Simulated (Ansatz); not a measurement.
# 1T-IrSeTe bilayer (like faces together) in a perpendicular field, part 2 of 3

What dipole does a perpendicular field induce in the 1T-IrSeTe bilayer (like faces together)? A positive field points along +c.

Ansatz 0.2.0; plane-wave DFT, PBE-D3(BJ), Ansatz PAW.

So far. Step 2 (Relaxation): The lattice constant a goes from 3.685 to 3.726 Å.

### Step 3. Atoms held, field 0, start network

A sawtooth potential applies the field, turning back in the middle of the vacuum. With the dipole correction the typed value is the field outside the slab. The induced dipole is small, so the SCF threshold is tight.

The cell differs from the one that the last finished run ended in (c 48.806 → 26.321 Å).

input.yaml

```yaml
crystal:
  lattice:
    - [3.7264898123, 0.0, 0.0]
    - [-1.8632449062, 3.2272348444, 0.0]
    - [0.0, 0.0, 26.3206174528]
  atoms:
    - { symbol: Te, position: [0.6666666667, 0.3333333333, 0.3419372671] }
    - { symbol: Ir, position: [0.0, 0.0, 0.4015769515] }
    - { symbol: Se, position: [0.3333333333, 0.6666666667, 0.4494035825] }
    - { symbol: Te, position: [0.0, 0.0, 0.6580627329] }
    - { symbol: Ir, position: [0.3333333333, 0.6666666667, 0.5988006962] }
    - { symbol: Se, position: [0.6666666667, 0.3333333333, 0.5505044231] }
kpoints:
  mp_grid: { grid: [18, 18, 1] }
  band_path:
    path: [[0, 0, 0], [0.5, 0, 0], [0.33333333, 0.33333333, 0], [0, 0, 0]]
    npoints: 16
hamiltonian:
  xc: pbe
  dispersion: d3bj
scf:
  occupations: { method: fermi_dirac, width: 0.05 }
  convergence: { dr2_threshold: 1.0e-10 }
efield:
  axis: 3
  dipole_correction: true
  ramp_position: 0.97
  ramp_width: 0.06
  amplitude: 0
output:
  dos: { projected: true, e_range: [-6, 5] }
  bader: true
  write_potential: true
  write_density: true
  volumetric_format: npy
  elf: true
```

Started as:

```
> ansatz run input.yaml --threads 4 --pin off --max-ram 12288MiB --backend cpu --events-out ev --progress --plain --runs-dir out
```

Numbers of over 12 decimals in the logs are rounded to 6 here.

The program printed:

```text
[...]
Crystal: 6 atoms, lattice volume = 316.539 Å³
Basis set: ecut = 420 eV, 6207 PW (Γ)
Bands: 59, of which v1, the nominal top of the filled ones, is band 49 counted from 1 (48 counted from 0)
Symmetry: 6 space group operations
[...]
k-points: 37 of 324 (time reversal used)
[...]
SCF iter   1: F=—  HF=-48772.081134 eV  |F-HF|=—  |Δ(HF+E_count)|=         —  Δρ=3.78e-3  dr2=1.21e-1  ethr=1.77e-3  p=-0.004 e·Å  D=-2.53e-3 V/Å  ΔV_dip=0.07 eV  dr2_dipole=1.99e-2  V_vac-E_F(+/−)=4.57/4.51 eV  ⟨swp⟩=8.1  Hψ=9047  notcnv=0  defer=54
efield: sawtooth ramp at fractional position 0.9700 (set: `efield.ramp_position`, or a place that a band, a saddle search or an elastic batch's reference lends), width 0.0600; the density the first Hamiltonian is built on has a dipole p = -0.004 e·Å; the dipole correction subtracts the counter field D = -2.53e-3 V/Å, which shifts the + side's vacuum level by +0.07 eV against the − side's; the planar-averaged density in the ramp window peaks in size at 1.2e-5 e/Å³
[...]
SCF iter   2: F=—  HF=-48772.069182 eV  |F-HF|=—  |Δ(HF+E_count)|=   1.20e-2  Δρ=1.22e-3  dr2=9.47e-3  ethr=1.24e-4  p=-0.001 e·Å  D=-6.09e-4 V/Å  ΔV_dip=0.02 eV  dr2_dipole=3.78e-5  V_vac-E_F(+/−)=4.81/4.80 eV  ⟨swp⟩=2.1  Hψ=3366  notcnv=0  defer=159
[...]
SCF iter  11: F=-48772.068393 eV  HF=-48772.068393 eV  |F-HF|=0.00e0  |Δ(HF+E_count)|=  1.24e-10  Δρ=5.75e-8  dr2=3.38e-11  ethr=1.00e-12  p=-0.001 e·Å  D=-6.88e-4 V/Å  ΔV_dip=0.02 eV  dr2_dipole=3.05e-13  V_vac-E_F(+/−)=4.79/4.77 eV  ⟨swp⟩=13.1  Hψ=7760  notcnv=0
SCF 1 converged in 11 iterations: F = -48772.068393 eV  dr2 = 3.38e-11
[...]
NSCF: frozen V_eff on 49 k-points
efield: sawtooth ramp at fractional position 0.9700 (kept from the solve that this one continues, or follows in the run), width 0.0600; the density the first Hamiltonian is built on has a dipole p = -0.001 e·Å; the dipole correction subtracts the counter field D = -6.88e-4 V/Å, which shifts the + side's vacuum level by +0.02 eV against the − side's; the planar-averaged density in the ramp window peaks in size at 8.8e-6 e/Å³
[...]
SCF converged after 11 iterations
Free energy (F): -48772.068393 eV
[...]
Internal energy: -48772.018885 eV  (E = F + TS)
E sigma→0 (E₀):  -48772.043639 eV
Entropy (-TS):   -0.049507 eV (-8.251 meV/atom)
Fermi energy:    2.718965 eV
Dipole field:    D = -0.000689 V/Å  (p = -0.001205 e·Å, saw-weighted, corrected)
Work function:   Φ+ = 4.7891 eV   Φ− = 4.7710 eV
Levels:          The Fermi level and band energies are counted from a zero that moves with the ramp; work functions are not
[...]
--- Band table (eV; the first three rows and the last of 37) ---
  k-point 0: bands = [... 45 lower, 2.7495, 2.7495, 2.9852, 2.9852, 3.1349, 5.9623, 5.9623, 6.2046, ... 6 higher]
  k-point 1: bands = [... 45 lower, 2.3919, 2.7719, 2.9175, 3.0086, 3.4486, 5.6541, 5.8783, 5.8922, ... 6 higher]
  k-point 2: bands = [... 45 lower, 2.0578, 2.8000, 2.8097, 3.0516, 3.6737, 5.1282, 5.3025, 5.6868, ... 6 higher]
  k-point 36: bands = [... 45 lower, 1.1522, 2.0255, 2.0898, 2.4030, 2.4564, 4.0128, 4.0680, 5.1833, ... 6 higher]
--- Bader charges: 6 sites ---
  site symbol  charge [e]  shift [e]
     0     Te      0.1853     0.0004
     1     Ir     -0.1122     0.0028
     2     Se     -0.0684     0.0024
     3     Te      0.1928     0.0005
     4     Ir     -0.1084     0.0028
     5     Se     -0.0892     0.0023
  estimated error of the sums over rays = 6.7e-4 e
```

Run time: 40 s. Hardware: 4 threads of Arm Neoverse V2, shared host; peak memory 1.1 GiB.

The column dr2 measures how far the density is from self-consistency, as an energy; F and HF (Harris–Foulkes) agree once it is small.

Numbers from this step:

```
energy at zero smearing   : -48772.0436 eV
work function, upper face : 4.789 eV
dipole along the normal   : -0.001205 e·Å
```

Running mean over a fixed 2.8 Å (it still follows the layers) of the planar mean; the ramp of the sawtooth is left out. Electron's electrostatic potential energy less the Fermi level against z:

z (Å), electron's electrostatic potential energy less the Fermi level (eV) and a bar from the least value:
```
      3.5       4.77 ##############################
      4.0       4.77 ##############################
      4.5       4.77 ##############################
      5.0       4.76 ##############################
      5.5       4.75 ##############################
      6.0       4.67 ##############################
      6.5       4.39 #############################
      7.0       3.41 ###########################
      7.5       2.26 ########################
      8.0       1.28 #####################
      8.5      -0.49 #################
      9.0      -2.86 ###########
      9.5      -5.27 #####
     10.0      -6.51 ##
     10.5      -7.25 
     11.0      -7.23 
     11.5      -5.83 ####
     12.0      -3.31 ##########
     12.5      -1.15 ###############
     13.0      -0.33 #################
     13.5      -0.46 #################
     14.0      -1.73 ##############
     14.5      -4.22 ########
     15.0      -6.47 ##
     15.5      -7.37 
     16.0      -6.97 #
     16.5      -6.18 ###
     17.0      -4.53 #######
     17.5      -1.97 #############
     18.0       0.22 ###################
     18.5       1.72 ######################
     19.0       2.61 #########################
     19.5       3.88 ############################
     20.0       4.56 #############################
     20.5       4.73 ##############################
     21.0       4.77 ##############################
     21.5       4.78 ##############################
     22.0       4.79 ##############################
     22.5       4.79 ##############################
     23.0       4.79 ##############################
```

The density of states has structure finer than the step of the table below, so its rows give means over 0.2 eV, whole bins alone (the curve runs from -6 to 1.99 eV). Peaks (eV: height): -4.84: 10.5, -4.37: 12.9, -4.24: 17.9, -3.57: 12.4, -1.70: 9.64, -1.51: 11.4, -0.24: 9.80.

Density of states against energy, zero at the Fermi level; means over each step:

| energy (eV) | density of states (states/eV a cell) |
| --- | --- |
| -5.8 | 3.59 |
| -5.6 | 3.38 |
| -5.4 | 4.09 |
| -5.2 | 3.18 |
| -5.0 | 6.10 |
| -4.8 | 8.47 |
| -4.6 | 6.79 |
| -4.4 | 9.56 |
| -4.2 | 9.74 |
| -4.0 | 3.93 |
| -3.8 | 3.00 |
| -3.6 | 8.67 |
| -3.4 | 3.03 |
| -3.2 | 4.10 |
| -3.0 | 4.27 |
| -2.8 | 3.65 |
| -2.6 | 5.38 |
| -2.4 | 5.09 |
| -2.2 | 4.42 |
| -2.0 | 5.44 |
| -1.8 | 6.20 |
| -1.6 | 7.00 |
| -1.4 | 8.40 |
| -1.2 | 5.06 |
| -1.0 | 7.63 |
| -0.8 | 6.21 |
| -0.6 | 3.89 |
| -0.4 | 5.34 |
| -0.2 | 7.00 |
| 0.0 | 6.22 |
| 0.2 | 3.08 |
| 0.4 | 1.40 |
| 0.6 | 0.739 |
| 0.8 | 0.861 |
| 1.0 | 0.384 |
| 1.2 | 0.933 |
| 1.4 | 1.44 |
| 1.6 | 3.30 |
| 1.8 | 4.32 |

Projected DOS per atom over height of the atomic layer and energy from the Fermi level. Layers: Te Ir Se Se Ir Te from below.

Ten even steps from '_' (0.09 states/eV) to '@' (2.80 states/eV), each cell a mean:
```
..::....::..
__..____..__
____________
____________
..__________
::--::::--::
..==....++..
::==::..==..
..**..::##::
..@@....@@..
::**__..++::
::--....--::
::++....==..
..--....--..
..::....::..
--++::::==::
..::::..--::
--%%++**@@--
--++==--====
::::::::::::
__..::::..__
....::::....
```
Columns: height of the atomic layer (Å) from 9 to 17.3 (not evenly spaced); rows upwards: energy from the Fermi level (eV) from -5.96 to 1.96.

Electronic bands along the path, in eV, zero at the Fermi level:

| point | band 47 | band 48 | band 49 | band 50 | band 51 | band 52 | band 53 | band 54 |
| --- | --- | --- | --- | --- | --- | --- | --- | --- |
| Γ | 0.03 | 0.27 | 0.27 | 0.42 | 3.24 | 3.24 | 3.49 | 3.49 |
| halfway | -0.17 | -0.13 | 0.13 | 0.21 | 1.48 | 2.27 | 2.63 | 2.98 |
| M | -1.31 | -1.24 | -1.15 | -1.11 | 2.59 | 2.71 | 2.74 | 3.14 |
| halfway | -1.03 | -0.99 | -0.53 | -0.35 | 1.71 | 1.82 | 2.66 | 2.88 |
| K | -0.69 | -0.63 | -0.32 | -0.26 | 1.29 | 1.35 | 2.46 | 2.79 |
| halfway | -0.41 | -0.33 | -0.01 | 0.47 | 1.66 | 1.79 | 2.18 | 2.69 |
| Γ | 0.03 | 0.27 | 0.27 | 0.42 | 3.24 | 3.24 | 3.49 | 3.49 |

ELF in the ca plane at fractional y = 0.000, with atoms of Ir and Te within 0.2 Å of it. It is the smooth field of the valence electrons, not physical close to the nuclei.

Values, 6 rows by 16 columns, each cell a mean:
```
0.00 0.00 0.00 0.01 0.04 0.16 0.38 0.61 0.38 0.10 0.02 0.07 0.17 0.37 0.21 0.77
0.00 0.00 0.00 0.04 0.26 0.46 0.41 0.35 0.39 0.24 0.16 0.38 0.26 0.46 0.52 0.63
0.00 0.00 0.01 0.12 0.57 0.59 0.45 0.24 0.55 0.43 0.34 0.65 0.33 0.33 0.27 0.12
0.00 0.00 0.01 0.10 0.50 0.58 0.46 0.26 0.53 0.39 0.30 0.60 0.32 0.37 0.38 0.26
0.00 0.00 0.00 0.02 0.16 0.35 0.37 0.44 0.33 0.17 0.10 0.26 0.23 0.47 0.47 0.73
0.00 0.00 0.00 0.00 0.02 0.13 0.42 0.58 0.44 0.10 0.01 0.03 0.16 0.31 0.13 0.76
```
Columns run along c (16.0 Å, from fractional 0.12 to 0.73 of the cell), rows up along a (3.7 Å). Atoms in or near the plane, at fractional coordinates: Ir at (0.40, 0.00), Te at (0.66, 0.00).

Valence density in the ca plane at fractional y = 0.000, with atoms of Ir and Te within 0.2 Å of it. It is the smooth field of the valence electrons, not physical close to the nuclei.

Ten steps, logarithmic in the rise over the least value, from '0' (0 e/Å³) to '9' (15 e/Å³), each cell a mean:
```
00000000000000011358886310000000001236897421
00000000000000011246764211000000111224665320
00000000000000112223432211000111122222332210
00000000000001122222222221101122222222211100
00000000000001222221112222111123333322110000
00000000000001222221122221111122333322111000
00000000000001122222222221100112222222222100
00000000000000111234553211000011111223443210
00000000000000011257875310000000011235786421
00000000000000001368886310000000001236998521
```
Columns run along c (16.0 Å, from fractional 0.12 to 0.73 of the cell), rows up along a (3.7 Å). Atoms in or near the plane, at fractional coordinates: Ir at (0.40, 0.00), Te at (0.66, 0.00).

Electrostatic potential energy in the ca plane at fractional y = 0.000, with atoms of Ir and Te within 0.2 Å of it. With pseudopotentials it is smooth inside the atoms' cores, unlike the true potential.

Ten even steps from '0' (-32 eV) to '9' (8 eV), each cell a mean:
```
99860000389999999999964999569999999999999999
99873001689999999999985465479999999999999999
88887657889999999998887655789999999999999999
87788888888999988887788888999999999999999999
76678998878899987777778999999999999999999999
76678998878899988777788999999999999999999999
88888878888999998888888777899999999999999999
98886224789999999999986444589999999999999999
99861000489999999999974798469999999999999999
99850000279999999999965999658999999999999999
```
Columns run along c (16.0 Å, from fractional 0.32 to 0.93 of the cell; values clipped at the 3rd and 97th percentile), rows up along a (3.7 Å). Atoms in or near the plane, at fractional coordinates: Ir at (0.40, 0.00), Te at (0.66, 0.00).

The work function of the upper face is 4.79 eV.

### Step 4. Single point, field 0.1 V/Å

input.yaml, as its differences from that of step 3:

```diff
@@ -26,8 +26,6 @@
   dipole_correction: true
-  ramp_position: 0.97
-  ramp_width: 0.06
-  amplitude: 0
+  ramp_position: 0.965
+  ramp_width: 0.0699
+  amplitude: 0.1
 output:
-  dos: { projected: true, e_range: [-6, 5] }
-  bader: true
   write_potential: true
@@ -35,2 +33 @@
   volumetric_format: npy
-  elf: true
```

The program printed:

```text
[...]
Crystal: 6 atoms, lattice volume = 316.539 Å³
Basis set: ecut = 420 eV, 6207 PW (Γ)
Bands: 59, of which v1, the nominal top of the filled ones, is band 49 counted from 1 (48 counted from 0)
Symmetry: 6 space group operations
[...]
k-points: 37 of 324 (time reversal used)
[...]
k-point 0: bands = [... 45 lower, 2.7490, 2.7490, 2.9845, 2.9845, 3.1347, 5.9618, 5.9618, 6.2041, ... 6 higher]
  k-point 1: bands = [... 45 lower, 2.3914, 2.7714, 2.9170, 3.0079, 3.4482, 5.6535, 5.8777, 5.8917, ... 6 higher]
  k-point 2: bands = [... 45 lower, 2.0572, 2.7996, 2.8092, 3.0509, 3.6732, 5.1279, 5.3017, 5.6863, ... 6 higher]
  k-point 36: bands = [... 45 lower, 1.1519, 2.0220, 2.0926, 2.4030, 2.4547, 4.0177, 4.0617, 5.1864, ... 6 higher]
[key lines of the parts left out:]
SCF converged after 12 iterations
Free energy (F): -48772.071960 eV
Fermi energy:    2.718398 eV
Dipole field:    D = 0.041474 V/Å  (p = 0.072551 e·Å, saw-weighted, corrected)
```

The job ended after 30 s (4 threads; peak memory 1.1 GiB).

The dipole is 0.0726 e·Å, 0.0738 e·Å from its value without field.

### Step 5. Single point, field -0.1 V/Å

input.yaml, as its differences from that of step 4:

```diff
@@ -28,3 +28,3 @@
   ramp_width: 0.0699
-  amplitude: 0.1
+  amplitude: -0.1
 output:
```

The program printed:

```text
[...]
Crystal: 6 atoms, lattice volume = 316.539 Å³
Basis set: ecut = 420 eV, 6207 PW (Γ)
Bands: 59, of which v1, the nominal top of the filled ones, is band 49 counted from 1 (48 counted from 0)
Symmetry: 6 space group operations
[...]
k-points: 37 of 324 (time reversal used)
[...]
k-point 0: bands = [... 45 lower, 2.7488, 2.7488, 2.9847, 2.9847, 3.1340, 5.9617, 5.9617, 6.2040, ... 6 higher]
  k-point 1: bands = [... 45 lower, 2.3912, 2.7712, 2.9168, 3.0081, 3.4479, 5.6533, 5.8776, 5.8917, ... 6 higher]
  k-point 2: bands = [... 45 lower, 2.0574, 2.7992, 2.8091, 3.0511, 3.6730, 5.1271, 5.3022, 5.6862, ... 6 higher]
  k-point 36: bands = [... 45 lower, 1.1514, 2.0279, 2.0859, 2.4019, 2.4570, 4.0068, 4.0731, 5.1790, ... 6 higher]
[key lines of the parts left out:]
SCF converged after 12 iterations
Free energy (F): -48772.072201 eV
Fermi energy:    2.718411 eV
Dipole field:    D = -0.042853 V/Å  (p = -0.074963 e·Å, saw-weighted, corrected)
```

Run time: 30 s. Hardware: 4 threads; peak memory 1.1 GiB.

The dipole is -0.0750 e·Å, -0.0738 e·Å from its value without field.

### Step 6. Single point, field 0.5 V/Å

input.yaml, as its differences from that of step 5:

```diff
@@ -26,5 +26,5 @@
   dipole_correction: true
-  ramp_position: 0.965
-  ramp_width: 0.0699
-  amplitude: -0.1
+  ramp_position: 0.903
+  ramp_width: 0.194
+  amplitude: 0.5
 output:
```

The program printed:

```text
[...]
Crystal: 6 atoms, lattice volume = 316.539 Å³
Basis set: ecut = 420 eV, 6207 PW (Γ)
Bands: 59, of which v1, the nominal top of the filled ones, is band 49 counted from 1 (48 counted from 0)
Symmetry: 6 space group operations
[...]
k-points: 37 of 324 (time reversal used)
[...]
k-point 0: bands = [... 45 lower, 2.7347, 2.7347, 2.9703, 2.9703, 3.1205, 5.5733, 5.9471, 5.9471, ... 6 higher]
  k-point 1: bands = [... 45 lower, 2.3773, 2.7571, 2.9032, 2.9937, 3.4338, 5.6017, 5.6599, 5.8631, ... 6 higher]
  k-point 2: bands = [... 45 lower, 2.0442, 2.7863, 2.7949, 3.0367, 3.6592, 5.1102, 5.2848, 5.6718, ... 6 higher]
  k-point 36: bands = [... 45 lower, 1.1384, 1.9961, 2.0921, 2.3909, 2.4357, 4.0250, 4.0253, 5.1865, ... 6 higher]
[key lines of the parts left out:]
SCF converged after 13 iterations
Free energy (F): -48772.160039 eV
Fermi energy:    2.704184 eV
Dipole field:    D = 0.210384 V/Å  (p = 0.368026 e·Å, saw-weighted, corrected)
```

Elapsed: 31 s, on 4 threads; peak memory 1.1 GiB; 2 min of CPU time.

The dipole is 0.368 e·Å, 0.369 e·Å from its value without field.

### Step 7. Single point, field -0.3 V/Å

input.yaml, as its differences from that of step 6:

```diff
@@ -26,6 +26,8 @@
   dipole_correction: true
-  ramp_position: 0.903
-  ramp_width: 0.194
-  amplitude: 0.5
+  ramp_position: 0.9623
+  ramp_width: 0.0754
+  amplitude: -0.3
 output:
+  dos: { projected: true, e_range: [-6, 5] }
+  bader: true
   write_potential: true
@@ -33 +35,2 @@
   volumetric_format: npy
+  elf: true
```

The program printed:

```text
[...]
Crystal: 6 atoms, lattice volume = 316.539 Å³
Basis set: ecut = 420 eV, 6207 PW (Γ)
Bands: 59, of which v1, the nominal top of the filled ones, is band 49 counted from 1 (48 counted from 0)
Symmetry: 6 space group operations
[...]
k-points: 37 of 324 (time reversal used)
[...]
k-point 36: bands = [... 45 lower, 1.1465, 2.0295, 2.0749, 2.3964, 2.4549, 3.9916, 4.0802, 5.1672, ... 6 higher]
--- Bader charges: 6 sites ---
  site symbol  charge [e]  shift [e]
     0     Te      0.2080     0.0004
     1     Ir     -0.1147     0.0028
     2     Se     -0.0685     0.0024
     3     Te      0.1702     0.0005
     4     Ir     -0.1059     0.0029
     5     Se     -0.0891     0.0024
  estimated error of the sums over rays = 6.5e-4 e
[key lines of the parts left out:]
SCF converged after 12 iterations
Free energy (F): -48772.101951 eV
Fermi energy:    2.714111 eV
Dipole field:    D = -0.127234 V/Å  (p = -0.222571 e·Å, saw-weighted, corrected)
```

The job ended after 42 s (4 threads; peak memory 1.1 GiB; 2.7 min of CPU time).

The dipole is -0.223 e·Å, -0.221 e·Å from its value without field.

### Step 8. Response, atoms held

This step: plane-wave DFT, PBE-D3(BJ), Ansatz PAW; response to a field along the normal, atoms held (Ansatz 0.2.0).

The dipoles give the slope, and the difference of two potentials shows where the field is screened.

This step gave:

```
equivalent conductor thickness p/(ε₀AE) : 11.10 Å
distance between the outer atoms        : 8.321 Å
```

The dipole of the cell by applied field:

| applied field (V/Å) | dipole of the cell (e·Å) |
| --- | --- |
| -0.300 | -0.223 |
| -0.100 | -0.0750 |
| 0.000 | -0.00120 |
| 0.100 | 0.0726 |
| 0.500 | 0.368 |

Local field over the applied field, running mean. From the potentials at -0.1 and 0.1 V/Å; running mean over 2.5 Å. Table of local field over applied field by z:

z (Å), local field over applied field and a bar from the least value:
```
        5      0.989 ##############################
        6      0.930 ############################
        7      0.707 #####################
        8      0.369 ###########
        9      0.096 ###
       10      0.016 #
       11      0.006 
       12      0.001 
       13     -0.002 
       14     -0.001 
       15      0.006 
       16      0.008 
       17      0.057 ##
       18      0.265 ########
       19      0.602 ##################
       20      0.881 ###########################
       21      0.979 #############################
       22      0.997 ##############################
```

The induced electron density oscillates, so the rows of the table below give means over windows of 1 Å about each position, cut where the curve ends. Its maxima inside the range that stand out by 2 % of the span (Å: e/Å³ per V/Å): 7.7: 0.00327, 10.5: 4.1e-4, 11.3: 2.2e-4, 14.2: 7.5e-5, 15.4: 1.7e-4, 16.2: 7.1e-4. Its minima: 10.1: -6.5e-4, 11.0: -8.3e-5, 12.0: -9.0e-5, 14.9: -2.2e-4, 15.8: -5.6e-4, 18.6: -0.00326.

Electrons, planar mean, per unit field. The induced electron density by z; means over each step:

| z (Å) | induced electron density (e/Å³ per V/Å) |
| --- | --- |
| 5 | 6.3e-5 |
| 6 | 4.1e-4 |
| 7 | 0.00187 |
| 8 | 0.00245 |
| 9 | 7.6e-4 |
| 10 | -1.7e-4 |
| 11 | 1.4e-4 |
| 12 | -8.5e-6 |
| 13 | 1.1e-5 |
| 14 | 2.5e-5 |
| 15 | -7.0e-5 |
| 16 | 1.1e-4 |
| 17 | -5.1e-4 |
| 18 | -0.00172 |
| 19 | -0.00253 |
| 20 | -7.0e-4 |
| 21 | -1.2e-4 |
| 22 | -1.9e-5 |

By hand: between -0.1 and 0.1 V/Å the dipole changes by 0.1475 e·Å, a slope of 0.7376 e·Å²/V. A perfect conductor of thickness t has p = ε₀AEt, so t = 180.95 × 0.7376 / 12.026 = 11.10 Å (e/ε₀ = 180.95 V·Å, A in Å²).

The induced dipole is that of a conductor 11.10 Å thick.

(Part 2 of 3 ends here.)

[Logs are printed without paths, hosts, clocks, repeated set-up lines and the standing remarks that a program may print on its own settings, such as how far it seeks lower states.]

[Hosts, paths, dates, database ids (printed as entryN), source tags and the programs' standing remarks are cut or masked in the printed files.]

[Maps of the electrostatic potential energy from Ansatz leave out the sawtooth potential of an applied field or a dipole correction, so their vacuum need not be flat; planar profiles and work functions include it.]
